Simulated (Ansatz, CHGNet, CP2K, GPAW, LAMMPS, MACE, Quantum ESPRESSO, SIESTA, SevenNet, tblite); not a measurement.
# What went wrong? SIESTA on rapidly quenched Si57Al14Cu29 (at. %) (111 atoms)

Program: SIESTA 5.4.2, a calculation on a cell of 63 Si, 16 Al and 32 Cu, 16.5 Å³ an atom.

Input file input.fdf:

```
SystemLabel cell
NumberOfAtoms 111
NumberOfSpecies 3
%block ChemicalSpeciesLabel
  1 14 Si
  2 13 Al
  3 29 Cu
%endblock ChemicalSpeciesLabel
LatticeConstant 1.0 Ang
%block LatticeVectors
  12.24240 0.00000 0.00000
  0.00000 12.24240 0.00000
  0.00000 0.00000 12.24240
%endblock LatticeVectors
PAO.BasisSize DZP
PAO.EnergyShift 0.01 Ry
XC.Functional GGA
XC.Authors PBE
MeshCutoff 500 Ry
%block kgrid_Monkhorst_Pack
  1 0 0 0.0
  0 1 0 0.0
  0 0 1 0.0
%endblock kgrid_Monkhorst_Pack
SolutionMethod diagon
OccupationFunction FD
ElectronicTemperature 580 K
SCF.Mixer.Method Pulay
SCF.Mixer.Weight 0.05
SCF.Mixer.History 8
SCF.Mix Hamiltonian
MaxSCFIterations 6
SCF.DM.Tolerance 1e-04
SCF.H.Tolerance 1.0e-3 eV
WriteForces T
Write.HirshfeldPop T
Write.VoronoiPop T
Write.DM F
Write.H F
XML.Write F
AtomicCoordinatesFormat Fractional
%block AtomicCoordinatesAndAtomicSpecies
  0.19464 0.45962 0.62883 1
  0.97621 0.63708 0.59400 1
  0.31614 0.06011 0.16722 1
  0.91174 0.98322 0.50904 1
  0.65858 0.19460 0.00314 1
  0.14568 0.89108 0.77380 1
  0.61596 0.26645 0.53924 1
  0.36869 0.58358 0.22458 1
  0.05997 0.09748 0.20454 1
  0.64374 0.78397 0.08572 1
[... 97 atom lines left out ...]
  0.32089 0.21468 0.63632 3
  0.45034 0.83919 0.03475 3
  0.48852 0.34003 0.39400 3
  0.01493 0.27990 0.28827 3
%endblock AtomicCoordinatesAndAtomicSpecies
```

Started as:

```sh
$ OMP_NUM_THREADS=1 mpirun -np 4 siesta < input.fdf > output.txt
```

Output:

```text
Version         : 5.4.2
reinit: System Name:
reinit: System Label: cell
initatom: Reading input for the pseudopotentials and atomic orbitals ----------
Species number:   1 Atomic number:   14 Label: Si
Species number:   2 Atomic number:   13 Label: Al
Species number:   3 Atomic number:   29 Label: Cu
Ground state valence configuration (from tables):   3s02  3p02  3d00  4f00
Ground state valence configuration (from tables):   3s02  3p01  3d00  4f00
Ground state valence configuration (from tables):   4s01  4p00  3d10  4f00
---- Processing specs for species: Si
GGA--PBE XC_GGA_X_PBE--XC_GGA_C_PBE pb
---- Processing specs for species: Al
GGA--PBE XC_GGA_X_PBE--XC_GGA_C_PBE pb
---- Processing specs for species: Cu
GGA--PBE XC_GGA_X_PBE--XC_GGA_C_PBE pb
Semicore shell(s) with  8 electrons included in the valence for Cu
Semicore shell(s): 3s 3p
Fallback to non-perturbative polarization scheme for Cu
Please see the manual if this is not desired in principle
Si pseudopotential only contains V_ls up to l=2 -- lmxkb reset.
Al pseudopotential only contains V_ls up to l=2 -- lmxkb reset.
[... lines left out ...]
siesta: System type = bulk
initatomlists: Number of atoms, orbitals, and projectors:    111  1635  1998
siesta: ******************** Simulation parameters ****************************
Total number of electrons:   908.000000
Total ionic charge:   908.000000
 Kpoints in:            1 . Kpoints trimmed:            1
siesta: k-grid: Number of k-points = 1
siesta: k-points from Monkhorst-Pack grid
siesta: k-cutoff (effective) =     6.121 Ang
siesta: k-point supercell and displacements
siesta: k-grid:     1     0     0      0.000
siesta: k-grid:     0     1     0      0.000
siesta: k-grid:     0     0     1      0.000
                     ====================================
                        Single-point calculation
                     ====================================
outcell: Unit cell vectors (Ang):
       12.242400    0.000000    0.000000
        0.000000   12.242400    0.000000
        0.000000    0.000000   12.242400
outcell: Cell vector modules (Ang)   :   12.242400   12.242400   12.242400
outcell: Cell angles (23,13,12) (deg):     90.0000     90.0000     90.0000
outcell: Cell volume (Ang**3)        :   1834.8463
Gamma-point calculation with multiply-connected orbital pairs
Folding of H and S implicitly performed
Gamma-point calculation with multiply-connected orbital pairs
Folding of H and S implicitly performed
new_DM -- step:     1
Initializing Density Matrix...
Attempting to read DM from file... Failed...
DM filled with atomic data:
InitMesh: MESH = 180 x 180 x 180 = 5832000
InitMesh: Mesh cutoff (required, used) =   500.000   597.467 Ry
stepf: Fermi-Dirac step function
        iscf     Eharris(eV)        E_KS(eV)     FreeEng(eV)     dDmax    Ef(eV) dHmax(eV)
   scf:    1  -133120.163056  -160188.241925  -160189.088230  1.426528  0.588202171.609320
   scf:    2  -171303.040741  -171212.879560  -171213.378786  1.383742 -2.469567196.034959
   scf:    3  -173086.195982  -172987.566814  -172987.986643  1.386424 -2.894973 34.333410
   scf:    4  -173332.496902  -173197.210377  -173197.564045  0.119464 -3.146731 13.783722
   scf:    5  -173292.153644  -173252.804986  -173253.143153  0.087522 -3.281341  7.055515
   scf:    6  -173279.864310  -173270.294930  -173270.623953  0.074584 -3.379831  3.377416
SCF_NOT_CONV: SCF did not converge in maximum number of steps (required).
Geom step, scf iteration, dDmax, dHmax:    0     6      0.074584     0.248235
ABNORMAL_TERMINATION
Stopping Program from Node:    0
ABNORMAL_TERMINATION
Stopping Program from Node:    1
ABNORMAL_TERMINATION
Stopping Program from Node:    3
[...]
SCF_NOT_CONV: SCF did not converge in maximum number of steps (required).
Geom step, scf iteration, dDmax, dHmax:    0     6      0.074584     0.248235
[...]
ABNORMAL_TERMINATION
Stopping Program from Node:    3
ABNORMAL_TERMINATION
Stopping Program from Node:    2
```

It took 1.7 min on 4 MPI ranks of Arm Neoverse V2, shared host; peak memory 4.9 GiB.

Banners, paths, timers and routine set-up lines are dropped from the logs unmarked, and long logs keep their key lines alone; longer cuts are marked.

Why should this run not be trusted?

Too few SCF iterations: iteration limit 6. The sound run has iteration limit 300.

The run ended unconverged.

[Also dropped from logs without a mark: logging warnings of Python, and SIESTA's first energy breakdown and zero terms.]

[Logs are printed without paths, hosts, clocks, repeated set-up lines and the standing remarks that a program may print on its own settings, such as how far it seeks lower states.]

[Hosts, paths, dates, database ids (printed as entryN), source tags and the programs' standing remarks are cut or masked in the printed files.]
